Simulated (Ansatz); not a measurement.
**Ge wire along [110], 24 atoms a period, H-terminated: bands by functional and under strain**

Aim: is the Ge wire along [110], 24 atoms a period, H-terminated a metal or a semiconductor?

Program: Ansatz 0.2.0. Level of theory: DFT PBE, plane waves, PAW; relaxation of a wire's period; PAW set soft_1, in the first sound run; inputs show where later runs differ. Results are calculated unless marked as measured.

## 1. The starting structure

The cell holds 40 atoms: 16 H and 24 Ge. Cell: a = 21.561 Å, b = 19.530 Å, c = 4.073 Å, α = 90.0°, β = 90.0°, γ = 90.0°. Vacuum lies along a and b. The structure's axis is c.

## 2. Relaxation of atoms and period

Band widths follow the bond lengths, so the wire is relaxed first. The atoms and the third cell vector are free; the box across stays fixed as vacuum. A Fermi-Dirac smearing is set since the result may be a metal. The pressure printed is a third of the stress's trace over the whole box, vacuum included; only the stress along the axis is relaxed.

Contents of input.yaml:

```yaml
crystal:
  lattice:
    - [21.561, 0.0, 0.0]
    - [0.0, 19.53, 0.0]
    - [0.0, 0.0, 4.0729350596]
  atoms:
    - { symbol: H, position: [0.157692129, 0.382638764, 0.0] }
    - { symbol: Ge, position: [0.199465072, 0.447858153, 0.0] }
    - { symbol: Ge, position: [0.399826836, 0.343584342, 0.0] }
    - { symbol: Ge, position: [0.399826836, 0.760679586, 0.0] }
    - { symbol: Ge, position: [0.466614091, 0.239310531, 0.0] }
    - { symbol: Ge, position: [0.466614091, 0.447858153, 0.0] }
    - { symbol: Ge, position: [0.666975855, 0.343584342, 0.0] }
    - { symbol: Ge, position: [0.666975855, 0.760679586, 0.0] }
    - { symbol: H, position: [0.708748798, 0.278364953, 0.0] }
    - { symbol: Ge, position: [0.73376311, 0.447858153, 0.0] }
    - { symbol: H, position: [0.224479384, 0.656405775, 0.187268604] }
    - { symbol: H, position: [0.775536053, 0.656405775, 0.312731396] }
    - { symbol: Ge, position: [0.266252327, 0.656405775, 0.5] }
    - { symbol: Ge, position: [0.266252327, 0.447858153, 0.5] }
    - { symbol: H, position: [0.291266639, 0.278364953, 0.5] }
    - { symbol: H, position: [0.291266639, 0.825898975, 0.5] }
    - { symbol: Ge, position: [0.333039582, 0.343584342, 0.5] }
    - { symbol: Ge, position: [0.333039582, 0.552131964, 0.5] }
    - { symbol: Ge, position: [0.333039582, 0.760679586, 0.5] }
    - { symbol: Ge, position: [0.533401346, 0.239310531, 0.5] }
    - { symbol: Ge, position: [0.533401346, 0.656405775, 0.5] }
    - { symbol: Ge, position: [0.533401346, 0.447858153, 0.5] }
    - { symbol: H, position: [0.558415658, 0.825898975, 0.5] }
    - { symbol: H, position: [0.575174289, 0.174091142, 0.5] }
    - { symbol: Ge, position: [0.600188601, 0.343584342, 0.5] }
    - { symbol: Ge, position: [0.600188601, 0.552131964, 0.5] }
    - { symbol: Ge, position: [0.600188601, 0.760679586, 0.5] }
    - { symbol: Ge, position: [0.800550365, 0.447858153, 0.5] }
    - { symbol: H, position: [0.842323308, 0.382638764, 0.5] }
    - { symbol: H, position: [0.842323308, 0.513077542, 0.5] }
    - { symbol: H, position: [0.775536053, 0.656405775, 0.687268604] }
    - { symbol: H, position: [0.224479384, 0.656405775, 0.812731396] }
    - { symbol: H, position: [0.157692129, 0.513077542, 0.0] }
    - { symbol: Ge, position: [0.399826836, 0.552131964, 0.0] }
    - { symbol: H, position: [0.424841148, 0.174091142, 0.0] }
    - { symbol: H, position: [0.441599779, 0.825898975, 0.0] }
    - { symbol: Ge, position: [0.466614091, 0.656405775, 0.0] }
    - { symbol: Ge, position: [0.666975855, 0.552131964, 0.0] }
    - { symbol: H, position: [0.708748798, 0.825898975, 0.0] }
    - { symbol: Ge, position: [0.73376311, 0.656405775, 0.0] }
kpoints:
  mp_grid: { grid: [1, 1, 20] }
scf:
  occupations: { method: fermi_dirac, width: 0.05 }
hamiltonian:
  xc: pbe
  pseudopotentials: { kind: paw, azcp: { folder: soft_1 } }
relax:
  cell: { fix: [a, b, alpha, beta, gamma] }
  max_steps: 45
  f_tol: 0.03
```

Run with:

```
ansatz run input.yaml --threads 4 --pin off --max-ram 16384MiB --backend cpu --events-out ev --progress --plain --runs-dir out
```

Numbers of over 12 decimals in the logs are rounded to 6 here.

What it wrote:

```text
Engine: ansatz 0.2.0, aarch64-unknown-linux-gnu
Pseudopotentials: kind: paw
Pseudopotential: H, paw, valence charge 1, recommended cutoff 420 eV (normal), soft_1/H.paw.azcp
Pseudopotential: Ge, paw, valence charge 14, recommended cutoff 420 eV (normal), soft_1/Ge.paw.azcp
Functional definition: PBE
  parameter kappa = 0.804
  parameter beta = 0.066725
  exchange = pbe_x(kappa = kappa, mu = beta*pi^2/3)
  correlation = pbe_c(beta = beta)
Crystal: 40 atoms, lattice volume = 1715.057 Å³
Basis set: ecut = 420 eV, 33541 PW (Γ), exchange–correlation on 300×270×60 points (8 copies of the dense FFT grid, shifted against one another)
Bands: 216, of which v1, the nominal top of the filled ones, is band 176 counted from 1 (175 counted from 0)
Symmetry: 4 space group operations
Space group: Pma2 (ITA 28), of the structure as read, at distance tolerance 1.2e-4 Å
k-points: 11 of 20
Non-local potential: H, projectors of the file, l = 0: 2, l = 1: 1
Non-local potential: Ge, projectors of the file, l = 0: 2, l = 1: 2, l = 2: 3, l = 3: 1
PAW form: soft (Blöchl's): semilocal exchange-correlation on the pseudo side does not see the compensation charge
PAW one-centre angular grid: H, 110 points (default); XC on 64 Gauss nodes
PAW one-centre angular grid: Ge, 590 points (default); XC on 64 Gauss nodes
Initial density: superposition of atomic densities (neutral atoms: chi_scale 0, normalization atom)
Initial wavefunctions: pseudopotential atomic-orbital guess
Functional: x = pbe(κ = 0.804, μ = 0.219515), c = pbe(β = 0.066725)
SCF iter   1: F=—  HF=-103333.692576 eV  |F-HF|=—  |Δ(HF+E_count)|=         —  Δρ=3.31e-2  dr2=1.58e1  ethr=3.10e-3  ⟨swp⟩=6.0  Hψ=8988  notcnv=0  defer=154
preconditioner: auto → Resta (q_TF=auto, 2.095 Å⁻¹)  ε∞=1.6  [insulator: Δε(μ)=1.115 eV  Ē_g=21.796 eV  σ=0.050 eV  W_gap=1.00  n_scr=284 (ndim 8)  ℏωp=16.8 eV  f_vac=0.543  D(μ)=0.00/eV (n_scr^D=0)  ε∞_Penn≈1.6  vacuum switching on, ρ_ref=3.4e-2 e/Å³]
SCF iter   2: F=—  HF=-103330.468134 eV  |F-HF|=—  |Δ(HF+E_count)|=    3.22e0  Δρ=1.48e-2  dr2=3.88e0  ethr=3.10e-3  ⟨swp⟩=3.0  Hψ=3273  notcnv=0  defer=334
SCF iter   3: F=—  HF=-103331.070431 eV  |F-HF|=—  |Δ(HF+E_count)|=   6.02e-1  Δρ=6.59e-3  dr2=9.88e0  ethr=1.10e-3  ⟨swp⟩=3.6  Hψ=4891  notcnv=0  defer=333  recentre
SCF iter   4: F=—  HF=-103329.667916 eV  |F-HF|=—  |Δ(HF+E_count)|=    1.40e0  Δρ=1.87e-3  dr2=9.66e-2  ethr=1.10e-3  ⟨swp⟩=3.0  Hψ=3077  notcnv=0  defer=310
SCF iter   5: F=—  HF=-103329.670444 eV  |F-HF|=—  |Δ(HF+E_count)|=   2.53e-3  Δρ=8.54e-4  dr2=1.27e-2  ethr=2.75e-5  ⟨swp⟩=2.1  Hψ=3144  notcnv=0  defer=318
SCF iter   6: F=—  HF=-103329.673061 eV  |F-HF|=—  |Δ(HF+E_count)|=   2.62e-3  Δρ=3.41e-4  dr2=7.28e-3  ethr=3.62e-6  ⟨swp⟩=2.1  Hψ=2564  notcnv=0  defer=318
SCF iter   7: F=—  HF=-103329.672540 eV  |F-HF|=—  |Δ(HF+E_count)|=   5.20e-4  Δρ=1.32e-4  dr2=3.78e-4  ethr=2.07e-6  ⟨swp⟩=2.0  Hψ=2411  notcnv=0  defer=318
SCF iter   8: F=—  HF=-103329.672660 eV  |F-HF|=—  |Δ(HF+E_count)|=   1.20e-4  Δρ=4.66e-5  dr2=2.94e-5  ethr=1.07e-7  ⟨swp⟩=2.0  Hψ=2633  notcnv=0  defer=318
SCF iter   9: F=—  HF=-103329.672690 eV  |F-HF|=—  |Δ(HF+E_count)|=   2.95e-5  Δρ=1.80e-5  dr2=4.67e-6  ethr=8.34e-9  ⟨swp⟩=2.0  Hψ=2992  notcnv=0  defer=323
SCF iter  10: F=—  HF=-103329.672695 eV  |F-HF|=—  |Δ(HF+E_count)|=   5.63e-6  Δρ=6.19e-6  dr2=3.19e-6  ethr=1.33e-9  ⟨swp⟩=2.0  Hψ=2667  notcnv=0  defer=323
SCF iter  11: F=—  HF=-103329.672695 eV  |F-HF|=—  |Δ(HF+E_count)|=   2.39e-8  Δρ=2.82e-6  dr2=7.39e-7  ethr=9.06e-10  ⟨swp⟩=2.0  Hψ=2460  notcnv=0  defer=323
SCF iter  12: F=-103329.672695 eV  HF=-103329.672695 eV  |F-HF|=6.80e-9  |Δ(HF+E_count)|=   5.27e-8  Δρ=1.14e-6  dr2=3.25e-8  ethr=2.84e-11  ⟨swp⟩=3.0  Hψ=7204  notcnv=0
SCF 1 converged in 12 iterations: F = -103329.672695 eV  dr2 = 3.25e-8
  greatest PAW one-centre occupation: 0.998 electrons in one spin orbital (limit 2), on the Ge atom at site 39 (counted from 0), in its partial waves of l = 2
relax step   1: F+E_penalty+E_count = -103329.67269527 eV  Δ(F+E_penalty+E_count) = +0.000e0 eV  max|allowed force component| = 3.414e-1 eV/Å  Δτ_max = 0.0000 Å  P = -0.383 GPa  Ω = 1715.057 Å³  fix = [a, b, alpha, beta, gamma]  reactions: a -0.542, b -0.579 GPa  (12 SCF iters, dr2 threshold 1.00e-7 eV, accepted)
Crystal: 40 atoms, lattice volume = 1748.650 Å³
Basis set: ecut = 420 eV, 34077 PW (Γ), exchange–correlation on 300×270×60 points (8 copies of the dense FFT grid, shifted against one another)
Initial density: handed on by an earlier stage of this run
Initial wavefunctions: those handed on with the density
iter 1 solved again at ethr=1.68e-4 eV; its pass at ethr=3.10e-3 eV (dr2=5.92e-1 eV) is discarded
SCF iter   1: F=—  HF=-103329.812460 eV  |F-HF|=—  |Δ(HF+E_count)|=         —  Δρ=8.09e-3  dr2=6.02e-1  ethr=1.68e-4  ⟨swp⟩=6.8  Hψ=11715  notcnv=0  defer=2
preconditioner: auto → Resta (q_TF=auto, 2.089 Å⁻¹)  ε∞=1.6  [insulator: Δε(μ)=1.212 eV  Ē_g=21.857 eV  σ=0.050 eV  W_gap=1.00  n_scr=284 (ndim 8)  ℏωp=16.7 eV  f_vac=0.592  D(μ)=0.00/eV (n_scr^D=0)  ε∞_Penn≈1.6  vacuum switching on, ρ_ref=3.5e-2 e/Å³]
SCF iter   2: F=—  HF=-103329.753072 eV  |F-HF|=—  |Δ(HF+E_count)|=   5.94e-2  Δρ=3.63e-3  dr2=1.78e-1  ethr=1.68e-4  ⟨swp⟩=6.4  Hψ=4111  notcnv=0  defer=72
SCF iter   3: F=—  HF=-103329.765940 eV  |F-HF|=—  |Δ(HF+E_count)|=   1.29e-2  Δρ=2.03e-3  dr2=2.20e-1  ethr=5.06e-5  ⟨swp⟩=4.2  Hψ=3254  notcnv=0  defer=250
SCF iter   4: F=—  HF=-103329.738483 eV  |F-HF|=—  |Δ(HF+E_count)|=   2.75e-2  Δρ=3.61e-4  dr2=9.02e-3  ethr=5.06e-5  ⟨swp⟩=3.2  Hψ=2682  notcnv=0  defer=320
SCF iter   5: F=—  HF=-103329.737467 eV  |F-HF|=—  |Δ(HF+E_count)|=   1.02e-3  Δρ=1.54e-4  dr2=1.06e-3  ethr=2.56e-6  ⟨swp⟩=2.0  Hψ=2564  notcnv=0  defer=343
SCF iter   6: F=—  HF=-103329.737419 eV  |F-HF|=—  |Δ(HF+E_count)|=   4.80e-5  Δρ=7.73e-5  dr2=2.65e-4  ethr=3.02e-7  ⟨swp⟩=2.0  Hψ=2689  notcnv=0  defer=343
SCF iter   7: F=—  HF=-103329.737401 eV  |F-HF|=—  |Δ(HF+E_count)|=   1.78e-5  Δρ=3.65e-5  dr2=1.76e-5  ethr=7.52e-8  ⟨swp⟩=2.0  Hψ=2483  notcnv=0  defer=343
SCF iter   8: F=-103329.737405 eV  HF=-103329.737406 eV  |F-HF|=1.39e-6  |Δ(HF+E_count)|=   5.24e-6  Δρ=1.33e-5  dr2=3.75e-6  ethr=1.14e-9  ⟨swp⟩=4.8  Hψ=6959  notcnv=0
SCF 2 converged in 8 iterations: F = -103329.737405 eV  dr2 = 3.75e-6
  greatest PAW one-centre occupation: 0.998 electrons in one spin orbital (limit 2), on the Ge atom at site 12 (counted from 0), in its partial waves of l = 2
[...]
SCF iter   5: F=—  HF=-103329.820948 eV  |F-HF|=—  |Δ(HF+E_count)|=   6.85e-6  Δρ=5.05e-7  dr2=5.19e-9  ethr=1.51e-11  ⟨swp⟩=2.4  Hψ=2838  notcnv=0  defer=1
SCF iter   6: F=—  HF=-103329.820950 eV  |F-HF|=—  |Δ(HF+E_count)|=   2.33e-6  Δρ=2.09e-7  dr2=5.29e-9  ethr=1.47e-12  ⟨swp⟩=2.9  Hψ=3177  notcnv=0  defer=1
SCF iter   7: F=—  HF=-103329.820950 eV  |F-HF|=—  |Δ(HF+E_count)|=   4.99e-7  Δρ=9.00e-8  dr2=8.95e-10  ethr=1.47e-12  ⟨swp⟩=2.3  Hψ=2801  notcnv=0  defer=1
SCF iter   8: F=-103329.820950 eV  HF=-103329.820950 eV  |F-HF|=1.25e-8  |Δ(HF+E_count)|=   8.67e-8  Δρ=3.69e-8  dr2=1.12e-10  ethr=1.00e-12  ⟨swp⟩=4.1  Hψ=5335  notcnv=0
SCF 5 converged in 8 iterations: F = -103329.820950 eV  dr2 = 1.12e-10
relax step   5: F+E_penalty+E_count = -103329.82095044 eV  Δ(F+E_penalty+E_count) = -2.012e-3 eV  max|allowed force component| = 1.096e-2 eV/Å  Δτ_max = 0.0000 Å  P = -0.007 GPa  Ω = 1727.707 Å³  fix = [a, b, alpha, beta, gamma]  reactions: a -0.008, b -0.007 GPa  stress off target by 6.09e-3 GPa on what of the cell is left free  SCF on the basis re-selected at this cell (its energy is not comparable with the rows above)  (8 SCF iters)
basis re-selected at this cell: Δ(F+E_penalty+E_count) = -2.012e-3 eV, ΔP = +0.001 GPa vs the last step (what re-selecting the basis moved, of the pressure what is left beyond the Pulay correction that the steps carried, after the strain that the cell walked since its last selection, with what the two solves' SCF thresholds leave and, on support functions, any second-order correction that the steps lacked; it is no m [...]
SCF converged after 8 iterations
Free energy (F): -103329.820950 eV
Harris-Foulkes:  -103329.820950 eV  (|F-HF|=1.25e-8)
Internal energy: -103329.820949 eV  (E = F + TS)
E sigma→0 (E₀):  -103329.820950 eV
Entropy (-TS):   -0.000001 eV (-0.000 meV/atom)
Fermi energy:    0.038041 eV
--- Per-component energies (eV) ---
  E_band       = -6535.734533
  E_kinetic    = 2421.282145
  E_local      = -248787.127007  (includes V_loc(G=0)·N_el)
  E_nonlocal   = 5244.291769
  E_hartree    = 121671.944854
  E_xc         = -1847.178540
  E_vxc        = -1726.553132  (∫ρ·V_xc dr)
  E_paw        = -48342.768948  (= ΣΔE_a)
  E_vpaw       = -7031.498936  (= ΣTr[D̂ρ^β])
  E_aug_tail   = -0.014461  (compensation charges beyond the density's cutoff)
  E_ewald      = 66309.749239
  E_smearing   = -0.000001  (= −TS)
  E_closure    = -0.000000  (closes the sum)
  Σ components = -103329.820950   (vs F -103329.820950, Δ=0.00e0)
--- Forces (eV/Å), atoms counted from 1 ---
  atom   1  H      0.00525702     0.00151472    -0.00000000
  atom   2  Ge    -0.00488822    -0.00251392     0.00000000
  atom   3  Ge    -0.00053612    -0.00213227     0.00000000
  atom   4  Ge     0.00122983     0.00588519    -0.00000000
  atom   5  Ge    -0.00048646    -0.00035009     0.00000000
  atom   6  Ge    -0.00114584     0.00051179     0.00000000
  atom   7  Ge    -0.00119503     0.00024508     0.00000000
  atom   8  Ge    -0.00220830    -0.00154248     0.00000000
  atom   9  H     -0.00085863     0.00216137     0.00000000
  atom  10  Ge    -0.00096641     0.00368374     0.00000000
  atom  11  H      0.00739477     0.00128488     0.01079851
  atom  12  H     -0.00739477     0.00128488    -0.01079851
  atom  13  Ge    -0.01096483    -0.00164397     0.00000000
  atom  14  Ge     0.00096641     0.00368374    -0.00000000
  atom  15  H      0.00085863     0.00216137    -0.00000000
  atom  16  H     -0.00042239    -0.00304481     0.00000000
  atom  17  Ge     0.00119503     0.00024508    -0.00000000
  atom  18  Ge    -0.00439949     0.00035392     0.00000000
  atom  19  Ge     0.00220830    -0.00154248    -0.00000000
  atom  20  Ge     0.00048646    -0.00035009    -0.00000000
  atom  21  Ge     0.00014710    -0.00007223    -0.00000000
  atom  22  Ge     0.00114584     0.00051179    -0.00000000
  atom  23  H      0.00342751    -0.00288769    -0.00000000
  atom  24  H     -0.00199821     0.00184338     0.00000000
  atom  25  Ge     0.00053612    -0.00213227    -0.00000000
  atom  26  Ge    -0.00000954    -0.00090648     0.00000000
  atom  27  Ge    -0.00122983     0.00588519     0.00000000
  atom  28  Ge     0.00488822    -0.00251392    -0.00000000
  atom  29  H     -0.00525702     0.00151472     0.00000000
  atom  30  H     -0.00027632    -0.00367587     0.00000000
  atom  31  H     -0.00739477     0.00128488     0.01079851
  atom  32  H      0.00739477     0.00128488    -0.01079851
  atom  33  H      0.00027632    -0.00367587    -0.00000000
  atom  34  Ge     0.00000954    -0.00090648    -0.00000000
  atom  35  H      0.00199821     0.00184338    -0.00000000
  atom  36  H     -0.00342751    -0.00288769     0.00000000
  atom  37  Ge    -0.00014710    -0.00007223     0.00000000
  atom  38  Ge     0.00439949     0.00035392    -0.00000000
  atom  39  H      0.00042239    -0.00304481    -0.00000000
  atom  40  Ge     0.01096483    -0.00164397    -0.00000000
  max |Σ_I F_I| component: 1.74e-6 eV/Å
--- Stress (GPa, compression-positive) ---
       -0.008371      -0.000000       0.000000
       -0.000000      -0.006907       0.000000
        0.000000       0.000000      -0.006089
  P = ⅓ Tr σ = -0.0071 GPa (-0.071 kbar)
--- Relaxed structure (4 steps of the walk, 4 accepted, 1 SCFs on fresh bases) ---
  F+E_penalty+E_count = -103329.82095044 eV   max|allowed force component| = 1.096e-2 eV/Å   (the final SCF, on the basis selected at the relaxed cell)
  cell:  # Å, volume = 1727.7068 Å³
    - [21.561, 0, 0]
    - [0, 19.53, 0]
    - [0, 0, 4.102975]
  atoms:
    - { symbol: H, position: [0.160826, 0.384057, 0.0] }
    - { symbol: Ge, position: [0.203461, 0.447970, 0] }
    - { symbol: Ge, position: [0.400498, 0.344452, 0] }
    - { symbol: Ge, position: [0.399301, 0.757990, 0] }
    - { symbol: Ge, position: [0.467893, 0.242162, 0] }
    - { symbol: Ge, position: [0.466953, 0.448096, 0.0] }
    - { symbol: Ge, position: [0.664534, 0.346381, 0.0] }
    - { symbol: Ge, position: [0.664733, 0.758360, 0] }
    - { symbol: H, position: [0.706107, 0.281059, 0.0] }
    - { symbol: Ge, position: [0.732370, 0.448261, 0.0] }
    - { symbol: H, position: [0.226096, 0.655927, 0.202081] }
    - { symbol: H, position: [0.773919, 0.655927, 0.297919] }
    - { symbol: Ge, position: [0.269529, 0.655928, 0.500000] }
    - { symbol: Ge, position: [0.267646, 0.448261, 0.500000] }
    - { symbol: H, position: [0.293908, 0.281059, 0.500000] }
    - { symbol: H, position: [0.293486, 0.823352, 0.500000] }
    - { symbol: Ge, position: [0.335481, 0.346381, 0.500000] }
    - { symbol: Ge, position: [0.334230, 0.551718, 0.500000] }
    - { symbol: Ge, position: [0.335283, 0.758360, 0.500000] }
    - { symbol: Ge, position: [0.532123, 0.242162, 0.500000] }
    - { symbol: Ge, position: [0.533026, 0.655719, 0.500000] }
    - { symbol: Ge, position: [0.533062, 0.448096, 0.500000] }
    - { symbol: H, position: [0.559124, 0.823078, 0.500000] }
    - { symbol: H, position: [0.574109, 0.177255, 0.500000] }
    - { symbol: Ge, position: [0.599518, 0.344452, 0.500000] }
    - { symbol: Ge, position: [0.599677, 0.551862, 0.500000] }
    - { symbol: Ge, position: [0.600714, 0.757990, 0.500000] }
    - { symbol: Ge, position: [0.796555, 0.447970, 0.500000] }
    - { symbol: H, position: [0.839189, 0.384057, 0.500000] }
    - { symbol: H, position: [0.839384, 0.511717, 0.500000] }
    - { symbol: H, position: [0.773919, 0.655927, 0.702081] }
    - { symbol: H, position: [0.226096, 0.655927, 0.797919] }
    - { symbol: H, position: [0.160632, 0.511717, 0] }
    - { symbol: Ge, position: [0.400338, 0.551862, 0] }
    - { symbol: H, position: [0.425907, 0.177255, 0] }
    - { symbol: H, position: [0.440892, 0.823078, 0.0] }
    - { symbol: Ge, position: [0.466990, 0.655719, 0] }
    - { symbol: Ge, position: [0.665786, 0.551718, 0] }
    - { symbol: H, position: [0.706529, 0.823352, 0.0] }
    - { symbol: Ge, position: [0.730487, 0.655928, 0] }
```

It took 13 min on 4 threads of Arm Neoverse V1, shared host; peak memory 7.1 GiB; 51 min of CPU time.

The steps of the relaxation:

| step | energy less that of the first step (eV) | largest force component (eV/Å) | pressure (GPa) | volume (Å³) |
| --- | --- | --- | --- | --- |
| 1 | 0.0000 | 0.3414 | -0.38 | 1715.06 |
| 2 | -0.0647 | 0.2974 | -0.02 | 1748.65 |
| 3 | -0.1447 | 0.0451 | -0.05 | 1729.71 |
| 4 | -0.1462 | 0.0107 | -0.01 | 1727.71 |
| 5* | -0.1483 | 0.0110 | -0.01 | 1727.71 |

Relaxation steps marked * repeat the geometry before them on a plane-wave basis chosen anew for their cell, so energy and pressure can jump there.

Forces are held to the 4 operations that the run works with; a distortion that breaks them can't arise in this run.

| cell as run | before | after | change |
| --- | --- | --- | --- |
| c (Å) | 4.073 | 4.103 | +0.7 % |

The atoms that moved most (Å, along periodic axes as changes of fractional coordinates times the final cell, across vacuum about the mean position):

| atom | dx | dy | dz | length |
| --- | --- | --- | --- | --- |
| Ge2 | 0.086 | 0.002 | 0.000 | 0.086 |
| Ge28 | -0.086 | 0.002 | 0.000 | 0.086 |
| H15 | 0.057 | 0.053 | 0.000 | 0.078 |
| H9 | -0.057 | 0.053 | 0.000 | 0.078 |
| Ge7 | -0.053 | 0.055 | 0.000 | 0.076 |
| Ge17 | 0.053 | 0.055 | 0.000 | 0.076 |
| H1 | 0.068 | 0.028 | 0.000 | 0.073 |
| H29 | -0.068 | 0.028 | 0.000 | 0.073 |

Numbers from this step:

```
cell length along the wire : 4.103 Å
```

The cell's length comes to 4.103 Å with spin left out.

[end of part 1 of 3]

[Logs are printed without paths, hosts, clocks, repeated set-up lines and the standing remarks that a program may print on its own settings, such as how far it seeks lower states.]

[Hosts, paths, dates, database ids (printed as entryN), source tags and the programs' standing remarks are cut or masked in the printed files.]
